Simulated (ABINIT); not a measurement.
# Li2SnF6 (P-31m): changed settings of a GW run in ABINIT

What do changed inputs do to GW on Li2SnF6 (P-31m)?

Program: ABINIT 10.8.3. Level of theory: PBEsol and many-body steps on it, plane waves. Results are calculated unless marked as measured.

Report form: the programs' logs are mostly left out.

### Step 1. The starting structure

The structure is trigonal, space group P-31m (No. 162). The conventional cell has a = 4.910 Å, b = 4.910 Å, c = 4.538 Å, α = 90.00°, β = 90.00°, γ = 120.00°. Nearest to Li lie 6 F at 1.99 Å. Nearest to Sn lie 6 F at 1.99 Å. Nearest to F lie 2 Li at 1.99 Å and 1 Sn at 1.99 Å. Farther neighbours and most contacts between anions are not listed.

The cell and positions are those that the Materials Project relaxed with its own functionals (PBE, PBE+U or r2SCAN), kept fixed.

### Step 2. Screening, 3×3×2 mesh, 62 bands, screening to 87.1 eV

This step: ABINIT 10.8.3; RPA screening on PBEsol, plane waves, norm-conserving pseudopotentials.

The RPA dielectric matrix is built and inverted for each q.

run.abi reads:

```
acell 3*1.0 Angstrom
rprim 
  4.909513934494 -0.000000000024 0.000000000000
  -2.454756967227 4.251763787517 0.000000000000
  0.000000000000 0.000000000000 4.538039080000
ntypat 3
znucl 3 50 9
natom 9
typat 1 1 2 3 3 3 3 3 3
xred 
  0.666666666667 0.333333333333 0.500000000000
  0.333333333333 0.666666666667 0.500000000000
  0.000000000000 0.000000000000 0.000000000000
  0.329091060000 0.329091060000 0.255027190000
  0.670908940000 0.670908940000 0.744972810000
  0.670908940000 0.000000000000 0.255027190000
  0.329091060000 0.000000000000 0.744972810000
  0.000000000000 0.670908940000 0.255027190000
  0.000000000000 0.329091060000 0.744972810000
pp_dirpath "pseudos"
pseudos "Li.upf, Sn.upf, F.upf"
ecut 36
ngkpt 3 3 2
nshiftk 1
shiftk 0 0 0
kptopt 1
chksymbreak 0
istwfk *1
occopt 1
irdwfk 1
optdriver 3
nband 62
ecuteps 3.2
inclvkb 2
awtr 1
symchi 1
indata_prefix "in"
outdata_prefix "out"
tmpdata_prefix "tmp"
```

On the command line:

```bash
> OMP_NUM_THREADS=1 mpirun -n 4 abinit run.abi > log
```

The job ended after 32 s (4 MPI ranks of Arm Neoverse N1, shared host; peak memory 1 GiB).

Numbers from this step:

| Quantity | Value |
| --- | --- |
| ε∞ with local fields, on this mesh, along the program's q direction | 2.167 |
| the same without local fields | 2.287 |
| plasma frequency | 30.04 eV |
| plane waves in the screening matrix | 163 |

Local fields lower ε∞ by 5 %. On a Γ-centred mesh this coarse the value itself is usually too large, while a short band sum pulls it down.

### Step 3. Base

The self-energy is evaluated for the states that the input lists, and the levels follow from it, in one-shot runs by the linearised quasiparticle equation.

This step: G0W0 on PBEsol, plane waves, norm-conserving pseudopotentials.

run.abi: that of step 2 with these lines changed.

```diff
@@ -30,8 +30,17 @@
 irdwfk 1
-optdriver 3
+optdriver 4
 nband 62
+gwcalctyp 0
+ecutsigx 36
+symsigma 1
+nkptgw 2
+kptgw 
+  0.3333333333 0.0000000000 0.0000000000
+  0.0000000000 0.0000000000 0.0000000000
+bdgw 
+  30 33
+  29 33
 ecuteps 3.2
-inclvkb 2
-awtr 1
-symchi 1
+irdscr 1
+ppmodel 1
 indata_prefix "in"
```

Wall time 9.8 s (4 MPI ranks); peak memory 0.82 GiB.

Numbers from this step:

```yaml
g0w0_gap_on_the_points_computed: 9.625 eV
starting_gap_on_the_mesh: 5.229 eV
k_of_the_valence_top: 0, 0, 0
k_of_the_conduction_bottom: 0, 0, 0
z_at_the_valence_top: 0.806
z_at_the_conduction_bottom: 0.871
least_direct_g0w0_gap_on_the_computed_points: 9.625 eV
```

The gap on the mesh goes from 5.23 eV to 9.62 eV, a correction of +4.40 eV.

### Step 4. Scissors in G

run.abi: that of step 3 with these lines changed.

```diff
@@ -45,2 +45,3 @@
 ppmodel 1
+mbpt_sciss 1.0 eV
 indata_prefix "in"
```

The job ended after 9.8 s (4 MPI ranks; peak memory 0.82 GiB).

This step gave:

| Quantity | Value |
| --- | --- |
| G0W0 gap on the points computed | 9.718 eV |
| starting gap on the mesh | 5.229 eV |
| k of the valence top | 0, 0, 0 |
| k of the conduction bottom | 0, 0, 0 |
| Z at the valence top | 0.806 |
| Z at the conduction bottom | 0.872 |
| least direct G0W0 gap on the computed points | 9.718 eV |

### Step 5. Smaller part of the screening matrix

run.abi: that of step 4 with these lines changed.

```diff
@@ -42,6 +42,5 @@
   29 33
-ecuteps 3.2
+ecuteps 0.8
 irdscr 1
 ppmodel 1
-mbpt_sciss 1.0 eV
 indata_prefix "in"
```

It took 7.1 s on 4 MPI ranks; peak memory 0.79 GiB.

Numbers from this step:

| Item | Value |
| --- | --- |
| G0W0 gap on the points computed | 11.37 eV |
| starting gap on the mesh | 5.229 eV |
| k of the valence top | 0, 0, 0 |
| k of the conduction bottom | 0, 0, 0 |
| Z at the valence top | 0.875 |
| Z at the conduction bottom | 0.894 |
| least direct G0W0 gap on the computed points | 11.37 eV |

### Step 6. No symmetry in the self-energy

run.abi: that of step 5 with these lines changed.

```diff
@@ -34,3 +34,3 @@
 ecutsigx 36
-symsigma 1
+symsigma 0
 nkptgw 2
@@ -42,3 +42,3 @@
   29 33
-ecuteps 0.8
+ecuteps 3.2
 irdscr 1
```

The job ended after 15 s (4 MPI ranks; peak memory 0.81 GiB; 61 s of CPU time).

This step gave:

```yaml
g0w0_gap_on_the_points_computed: 9.625 eV
starting_gap_on_the_mesh: 5.229 eV
k_of_the_valence_top: 0, 0, 0
k_of_the_conduction_bottom: 0, 0, 0
least_direct_g0w0_gap_on_the_computed_points: 9.625 eV
```

Against G0W0 in ABINIT (3×3×2 mesh, 62 bands, screening to 87.1 eV, Godby-Needs plasmon pole), the gap moves by +0.000 eV.

### Step 7. Exchange cutoff

run.abi: that of step 6 with these lines changed.

```diff
@@ -33,4 +33,4 @@
 gwcalctyp 0
-ecutsigx 36
-symsigma 0
+ecutsigx 10.8
+symsigma 1
 nkptgw 2
```

Elapsed: 8.5 s, on 4 MPI ranks; peak memory 0.79 GiB; 34 s of CPU time.

This step gave:

```
G0W0 gap on the points computed              : 9.304 eV
starting gap on the mesh                     : 5.229 eV
k of the valence top                         : 0, 0, 0
k of the conduction bottom                   : 0, 0, 0
Z at the valence top                         : 0.806
Z at the conduction bottom                   : 0.871
least direct G0W0 gap on the computed points : 9.304 eV
```

### Step 8. Broadening of the poles

run.abi: that of step 7 with these lines changed.

```diff
@@ -33,3 +33,3 @@
 gwcalctyp 0
-ecutsigx 10.8
+ecutsigx 36
 symsigma 1
@@ -45,2 +45,3 @@
 ppmodel 1
+zcut 1.0 eV
 indata_prefix "in"
```

Run time: 9.7 s. Hardware: 4 MPI ranks; peak memory 0.82 GiB.

Numbers from this step:

```
G0W0 gap on the points computed              : 9.625 eV
starting gap on the mesh                     : 5.229 eV
k of the valence top                         : 0, 0, 0
k of the conduction bottom                   : 0, 0, 0
least direct G0W0 gap on the computed points : 9.625 eV
```

Against G0W0 in ABINIT (3×3×2 mesh, 62 bands, screening to 87.1 eV, Godby-Needs plasmon pole), the gap moves by +0.000 eV.

### Step 9. Unknown plasmon-pole model

run.abi: that of step 8 with these lines changed.

```diff
@@ -44,4 +44,3 @@
 irdscr 1
-ppmodel 1
-zcut 1.0 eV
+ppmodel 7
 indata_prefix "in"
```

It took 4.5 s on 4 MPI ranks; peak memory 0.22 GiB.

The run stopped with an error after 4.5 s.

The program's words: Wrong ppm%model: 7

The fault put into this input: unknown plasmon-pole model.

### Step 10. Another k mesh than the file's

run.abi: that of step 9 with these lines changed.

```diff
@@ -22,3 +22,3 @@
 ecut 36
-ngkpt 3 3 2
+ngkpt 4 4 3
 nshiftk 1
@@ -44,3 +44,3 @@
 irdscr 1
-ppmodel 7
+ppmodel 1
 indata_prefix "in"
```

Wall time 3.5 s (4 MPI ranks); peak memory 0.2 GiB.

The run stopped with an error after 3.5 s.

The program's words: Cannot continue, basic dimensions/parameters reported in the header do not agree with input file. Check consistency between the content of the WFK external file and the input file.

The fault put into this input: another k mesh than the file's.

### Step 11. The runs together

Times are wall times on 4 MPI ranks of Arm Neoverse N1, shared host, good to a factor of about two. A run's time includes the screening step that it read.

```csv
run,mesh,bands,screening cutoff (eV),DFT gap (eV),gap on the mesh (eV),direct (eV),ε∞ used,time
base,3×3×2,62,87.1,5.229,9.625,9.625,2.17,42 s
scissors in G,3×3×2,62,87.1,5.229,9.718,9.718,2.17,42 s
smaller part of the screening matrix,3×3×2,62,21.8,5.229,11.368,11.368,2.17,39 s
no symmetry in the self-energy,3×3×2,62,87.1,5.229,9.625,9.625,2.17,47 s
exchange cutoff,3×3×2,62,87.1,5.229,9.304,9.304,2.17,40 s
broadening of the poles,3×3×2,62,87.1,5.229,9.625,9.625,2.17,42 s
```

### Step 12. Outcome

| Property | Result |
| --- | --- |
| base | 9.625 eV |
| scissors in G | 9.718 eV |
| smaller part of the screening matrix | 11.368 eV |
| no symmetry in the self-energy | 9.625 eV |
| exchange cutoff | 9.304 eV |
| broadening of the poles | 9.625 eV |
| known limits | not at the basis limit; exchange with frozen shells missing; no spin-orbit coupling; coarse k mesh |

What this shows: Scissors in G: +0.093 eV against base (keys changed: mbpt_sciss). Smaller part of the screening matrix: +1.743 eV against base (keys changed: ecuteps). No symmetry in the self-energy: no change against base (keys changed: symsigma). Exchange cutoff: −0.321 eV against base (keys changed: ecutsigx). Broadening of the poles: no change against base (keys changed: zcut). Bands and cutoff are finite, so the gap is not at the basis limit. The miss can reach some tenths of an eV and take either sign; the mesh is an error of its own. In the G0W0 runs levels were corrected at 2 k points alone, so a gap called «on the mesh» is the least over those, and an edge elsewhere would be missed. The 3×3×2 mesh is coarse for this cell, which bears on the long-range parts of exchange and screening. The norm-conserving file of at least one element keeps a d shell over frozen s and p shells of the same row. Exchange with those shells is missing from the self-energy, an error of 0.3 to 0.9 eV in cases checked, whose sign depends on which edge lies on those atoms. The many-body steps are scalar-relativistic: spin-orbit coupling is not in them.

[Paths, hosts, dates, memory and timing lines, banners, echoed tables and standing remarks are left out of the program output.]

[Logs are printed without paths, hosts, clocks, repeated set-up lines and the standing remarks that a program may print on its own settings, such as how far it seeks lower states.]

[Runs of the session that timed out or met a known fault of the program may be left out.]

[Hosts, paths, dates, database ids (printed as entryN), source tags and the programs' standing remarks are cut or masked in the printed files.]

[G0W0 gaps are taken among the corrected bands and points alone; a level outside them can change the order at an edge.]

[Where Ansatz stands beside ABINIT at settings called matched, ABINIT's density can come from a denser mesh and the files from another edition; pairs whose starting gaps differed by over 0.03 eV were left out, so agreement reads better than it is.]
